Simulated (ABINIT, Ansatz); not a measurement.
# BaTiO3 (P4mm): one start, several treatments of the self-energy, part 2 of 2

Aim: compare treatments of exchange, screening and correlation for the gap of BaTiO3 (P4mm).

ABINIT 10.8.3; PBE and many-body steps on it, plane waves. Known limits of the many-body steps: not at the basis limit; no spin-orbit coupling; coarse k mesh.

So far. Step 5 (G0W0, von der Linden-Horsch plasmon pole): Against G0W0 in ABINIT (4×4×4 mesh, 118 bands, screening to 141.5 eV, Godby-Needs plasmon pole), the gap moves by +0.126 eV. Step 6 (G0W0, Engel-Farid plasmon pole): Against G0W0 in ABINIT (4×4×4 mesh, 118 bands, screening to 141.5 eV, Godby-Needs plasmon pole), the gap moves by +0.112 eV.

The database entry behind the starting cell differs from later determinations by our own check (c/a about 0.6 % short), so it need not match the best structure at ambient conditions.

## (7) One-shot Hartree-Fock

This step: one-shot Hartree-Fock on PBE, plane waves, norm-conserving pseudopotentials.

Input file run.abi:

```
acell 3*1.0 Angstrom
rprim 
  3.999800000000 0.000000000000 0.000000000000
  0.000000000000 3.999800000000 0.000000000000
  0.000000000000 0.000000000000 4.018000000000
ntypat 3
znucl 56 22 8
natom 5
typat 1 2 3 3 3
xred 
  0.000000000000 0.000000000000 0.000000000000
  0.500000000000 0.500000000000 0.490000000000
  0.500000000000 0.500000000000 0.019000000000
  0.500000000000 0.000000000000 0.517000000000
  0.000000000000 0.500000000000 0.517000000000
pp_dirpath "pseudos"
pseudos "Ba.upf, Ti.upf, O.upf"
ecut 38
ngkpt 4 4 4
nshiftk 1
shiftk 0 0 0
kptopt 1
chksymbreak 0
istwfk *1
occopt 1
irdwfk 1
optdriver 4
nband 24
gwcalctyp 5
ecutsigx 38
symsigma 1
nkptgw 2
kptgw 
  0.5000000000 0.5000000000 0.5000000000
  0.0000000000 0.0000000000 0.0000000000
bdgw 
  18 23
  19 23
ixc_sigma 40
fftgw 31
indata_prefix "in"
outdata_prefix "out"
tmpdata_prefix "tmp"
```

Launch:

```sh
OMP_NUM_THREADS=1 mpirun -n 4 abinit run.abi > log
```

The log of the run:

```text
.Version 10.8.3 of ABINIT. v10.8.2 released Aug 2026.

 Symmetries : space group P4 m m (# 99); Bravais tP (primitive tetrag.)
[... echo of the input left out ...]
== DATASET  1 ==================================================================
-   mpi_nproc: 4, omp_nthreads: 1 (-1 if OMP is not activated)

--- !DatasetInfo
iteration_state: {dtset: 1, }
dimensions: {natom: 5, nkpt: 18, mband: 24, nsppol: 1, nspinor: 1, nspden: 1, mpw: 4929, }
cutoff_energies: {ecut:  38.0, pawecutdg:  -1.0, }
[...]
Band     E0 <VxcDFT>   SigX SigC(E0)      Z dSigC/dE  Sig(E)    E-E0       E
[...]
22   8.671 -19.000 -11.886   0.000   1.000   0.000 -11.886   7.114  15.784
       23   8.671 -19.000 -11.886   0.000   1.000   0.000 -11.886   7.114  15.784

== END DATASET(S) ==============================================================
================================================================================

 -outvars: echo values of variables after computation  --------
           etotal      0.0000000000E+00
            nband          24
             nkpt          18
          spgroup          99
 [... the other variables as echoed above ...]

 Calculation completed.
```

The job ended after 3.9 s (4 MPI ranks of Arm Neoverse V2, shared host; peak memory 0.98 GiB; 15 s of CPU time).

Numbers from this step:

```yaml
quasiparticle_gap_on_the_points_computed: 13.96 eV
starting_gap_on_the_mesh: 1.826 eV
k_of_the_valence_top: 0, 0, 0
k_of_the_conduction_bottom: 0, 0, 0
least_direct_quasiparticle_gap_on_the_computed_points: 13.96 eV
```

Against G0W0 in ABINIT (4×4×4 mesh, 118 bands, screening to 141.5 eV, Godby-Needs plasmon pole), the gap moves by +10.675 eV.

## (8) Screening, 4×4×4 mesh, 118 bands, screening to 141.5 eV

This step: RPA screening on PBE, plane waves, norm-conserving pseudopotentials.

Edit run.abi of step 7 so:

```diff
@@ -26,16 +26,14 @@
 irdwfk 1
-optdriver 4
-nband 24
-gwcalctyp 5
-ecutsigx 38
-symsigma 1
-nkptgw 2
-kptgw 
-  0.5000000000 0.5000000000 0.5000000000
-  0.0000000000 0.0000000000 0.0000000000
-bdgw 
-  18 23
-  19 23
-ixc_sigma 40
-fftgw 31
+optdriver 3
+nband 118
+ecuteps 5.2
+inclvkb 2
+awtr 1
+symchi 1
+gwcalctyp 2
+nfreqre 16
+freqremax 40 eV
+nfreqim 8
+spmeth 1
+nomegasf 120
 indata_prefix "in"
```

The log of the run:

```text
.Version 10.8.3 of ABINIT. v10.8.2 released Aug 2026.

 Symmetries : space group P4 m m (# 99); Bravais tP (primitive tetrag.)
[... echo of the input left out ...]
== DATASET  1 ==================================================================
-   mpi_nproc: 4, omp_nthreads: 1 (-1 if OMP is not activated)

--- !DatasetInfo
iteration_state: {dtset: 1, }
dimensions: {natom: 5, nkpt: 18, mband: 118, nsppol: 1, nspinor: 1, nspden: 1, mpw: 4929, }
cutoff_energies: {ecut:  38.0, pawecutdg:  -1.0, }
electrons: {nelect:   4.00000000E+01, charge:   0.00000000E+00, occopt:   1.00000000E+00, tsmear:   1.00000000E-02, }

 SCREENING: Calculation of the susceptibility and dielectric matrices

 Based on a program developped by R.W. Godby, V. Olevano, G. Onida, and L. Reining.
 Incorporated in ABINIT by V. Olevano, G.-M. Rignanese, and M. Torrent.
.Using double precision arithmetic ; gwpc =  8

[... cell and pseudopotentials left out ...]
--------------------------------------------------------------------------------

 ==== K-mesh for the wavefunctions ====
 Number of points in the irreducible wedge :    18
[... list of points left out ...]
 Together with  8 symmetry operations and time-reversal symmetry
 yields    64 points in the full Brillouin Zone.

 ==== Q-mesh for the screening function ====
 Number of points in the irreducible wedge :    18
[... list of points left out ...]
 Together with  8 symmetry operations and time-reversal symmetry
 yields    64 points in the full Brillouin Zone.

 setmesh: FFT mesh size selected  =    30x   30x   30
          total number of points  =        27000

 vcoul_init : cutoff-mode = AUXILIARY_FUNCTION
 q-points for optical limit:   1
     1)      0.000010    0.000020    0.000030

- screening: taking advantage of time-reversal symmetry
- Maximum band index for partially occupied states nbvw = 20
- Remaining bands to be divided among processors   nbcw = 98
- Number of bands treated by each node ~24

 Number of electrons calculated from density =   40.0000; Expected =   40.0000
 average of density, n =  0.092210
 r_s =    1.3731
 omega_plasma =   29.2917 [eV]

 calculating chi0 at frequencies [eV] :
  1    0.000000E+00    0.000000E+00
  2    2.666667E+00    0.000000E+00
  3    5.333333E+00    0.000000E+00
[...]
23    0.000000E+00    7.460077E+01
 24    0.000000E+00    1.050387E+02

--------------------------------------------------------------------------------
  q-point number  1        q = ( 0.000000, 0.000000, 0.000000) [r.l.u.]
--------------------------------------------------------------------------------
[... chi0 elements left out ...]
  [... further frequencies ...]

 No. of calculated frequencies >  15, stop printing
 For q-point:  0.000010 0.000020 0.000030
  dielectric constant =   6.2648
  dielectric constant without local fields =   6.8376

  Average fulfillment of the sum rule on Im[epsilon] for q-point    1 :     63.52  [%]
[... wings left out ...]
  q-point number  2        q = ( 0.250000, 0.000000, 0.000000) [r.l.u.]
--------------------------------------------------------------------------------
[... chi0 elements left out ...]
  [... further frequencies ...]

 No. of calculated frequencies >  15, stop printing
  Average fulfillment of the sum rule on Im[epsilon] for q-point    2 :     75.76  [%]

 [... 16 further q-points ...]
```

It took 3.8 min on 4 MPI ranks; peak memory 2.3 GiB; 15 min of CPU time.

Numbers from this step:

- ε∞ with local fields, on this mesh, along the program's q direction: 6.265
- the same without local fields: 6.838
- plasma frequency: 29.29 eV
- plane waves in the screening matrix: 251

## (9) G0W0, contour deformation

This step: G0W0 on PBE, plane waves, norm-conserving pseudopotentials.

Edit run.abi of step 8 so:

```diff
@@ -26,14 +26,16 @@
 irdwfk 1
-optdriver 3
+optdriver 4
 nband 118
+gwcalctyp 2
+ecutsigx 38
+symsigma 1
+nkptgw 2
+kptgw 
+  0.5000000000 0.5000000000 0.5000000000
+  0.0000000000 0.0000000000 0.0000000000
+bdgw 
+  18 23
+  19 23
 ecuteps 5.2
-inclvkb 2
-awtr 1
-symchi 1
-gwcalctyp 2
-nfreqre 16
-freqremax 40 eV
-nfreqim 8
-spmeth 1
-nomegasf 120
+irdscr 1
 indata_prefix "in"
```

The log of the run:

```text
.Version 10.8.3 of ABINIT. v10.8.2 released Aug 2026.

 Symmetries : space group P4 m m (# 99); Bravais tP (primitive tetrag.)
[... echo of the input left out ...]
== DATASET  1 ==================================================================
-   mpi_nproc: 4, omp_nthreads: 1 (-1 if OMP is not activated)

--- !DatasetInfo
iteration_state: {dtset: 1, }
dimensions: {natom: 5, nkpt: 18, mband: 118, nsppol: 1, nspinor: 1, nspden: 1, mpw: 4929, }
cutoff_energies: {ecut:  38.0, pawecutdg:  -1.0, }
[...]
Band     E0 <VxcDFT>   SigX SigC(E0)      Z dSigC/dE  Sig(E)    E-E0       E
[...]
23   8.671 -19.000 -11.886  -5.063   0.727  -0.375 -17.509   1.491  10.162
       23   0.000   0.000   0.000   0.000   0.000   0.000   0.000   0.000   0.000

== END DATASET(S) ==============================================================
================================================================================

 -outvars: echo values of variables after computation  --------
           etotal      0.0000000000E+00
            nband         118
             nkpt          18
          spgroup          99
 [... the other variables as echoed above ...]

 Calculation completed.
```

The job ended after 13 s (4 MPI ranks; peak memory 2.2 GiB; 53 s of CPU time).

Numbers from this step:

```yaml
g0w0_gap_on_the_points_computed: 3.316 eV
starting_gap_on_the_mesh: 1.826 eV
k_of_the_valence_top: 0.5, 0.5, 0.5
k_of_the_conduction_bottom: 0, 0, 0
least_direct_g0w0_gap_on_the_computed_points: 3.593 eV
```

Against G0W0 in ABINIT (4×4×4 mesh, 118 bands, screening to 141.5 eV, Godby-Needs plasmon pole), the gap moves by +0.030 eV.

## (10) Side by side

Times are wall times on 4 MPI ranks of Arm Neoverse V2, shared host, good to a factor of about two. A run's time includes the screening step that it read.

| run | mesh | bands | screening cutoff (eV) | DFT gap (eV) | gap on the mesh (eV) | direct (eV) | ε∞ used | time |
| --- | --- | --- | --- | --- | --- | --- | --- | --- |
| G0W0, Godby-Needs plasmon pole | 4×4×4 | 118 | 141.5 | 1.826 | 3.286 | 3.573 | 6.18 | 2.8 min |
| G0W0, von der Linden-Horsch plasmon pole | 4×4×4 | 118 | 141.5 | 1.826 | 3.412 | 3.698 | 6.18 | 2.6 min |
| G0W0, Engel-Farid plasmon pole | 4×4×4 | 118 | 141.5 | 1.826 | 3.398 | 3.687 | 6.18 | 2.6 min |
| one-shot Hartree-Fock | 4×4×4 | - | - | 1.826 | 13.961 | 13.961 | - | 3.9 s |
| G0W0, contour deformation | 4×4×4 | 118 | 141.5 | 1.826 | 3.316 | 3.593 | 6.26 | 4 min |

## (11) Summary of results

| Property | Result |
| --- | --- |
| G0W0, Godby-Needs plasmon pole | 3.286 eV |
| G0W0, von der Linden-Horsch plasmon pole | 3.412 eV |
| G0W0, Engel-Farid plasmon pole | 3.398 eV |
| one-shot Hartree-Fock | 13.961 eV |
| G0W0, contour deformation | 3.316 eV |
| known limits | not at the basis limit; no spin-orbit coupling; coarse k mesh |

In words: G0W0, von der Linden-Horsch plasmon pole: +0.126 eV against G0W0, Godby-Needs plasmon pole. G0W0, Engel-Farid plasmon pole: +0.112 eV against G0W0, Godby-Needs plasmon pole. One-shot Hartree-Fock: +10.675 eV against G0W0, Godby-Needs plasmon pole. G0W0, contour deformation: +0.030 eV against G0W0, Godby-Needs plasmon pole. Bare exchange alone opens the gap to 13.96 eV; against G0W0, correlation takes back 10.68 eV. Bands and cutoff are finite, so the gap is not at the basis limit. The miss can reach some tenths of an eV and take either sign; the mesh is an error of its own. In the G0W0 runs levels were corrected at 2 k points alone, so a gap called «on the mesh» is the least over those, and an edge elsewhere would be missed. The 4×4×4 mesh is coarse for this cell, which bears on the long-range parts of exchange and screening. The many-body steps are scalar-relativistic: spin-orbit coupling is not in them.

[Paths, hosts, dates, memory and timing lines, banners, echoed tables and standing remarks are left out of the program output.]

[Logs are printed without paths, hosts, clocks, repeated set-up lines and the standing remarks that a program may print on its own settings, such as how far it seeks lower states.]

[Runs of the session that timed out or met a known fault of the program may be left out.]

[Hosts, paths, dates, database ids (printed as entryN), source tags and the programs' standing remarks are cut or masked in the printed files.]

[G0W0 gaps are taken among the corrected bands and points alone; a level outside them can change the order at an edge.]

[Where Ansatz stands beside ABINIT at settings called matched, ABINIT's density can come from a denser mesh and the files from another edition; pairs whose starting gaps differed by over 0.03 eV were left out, so agreement reads better than it is.]
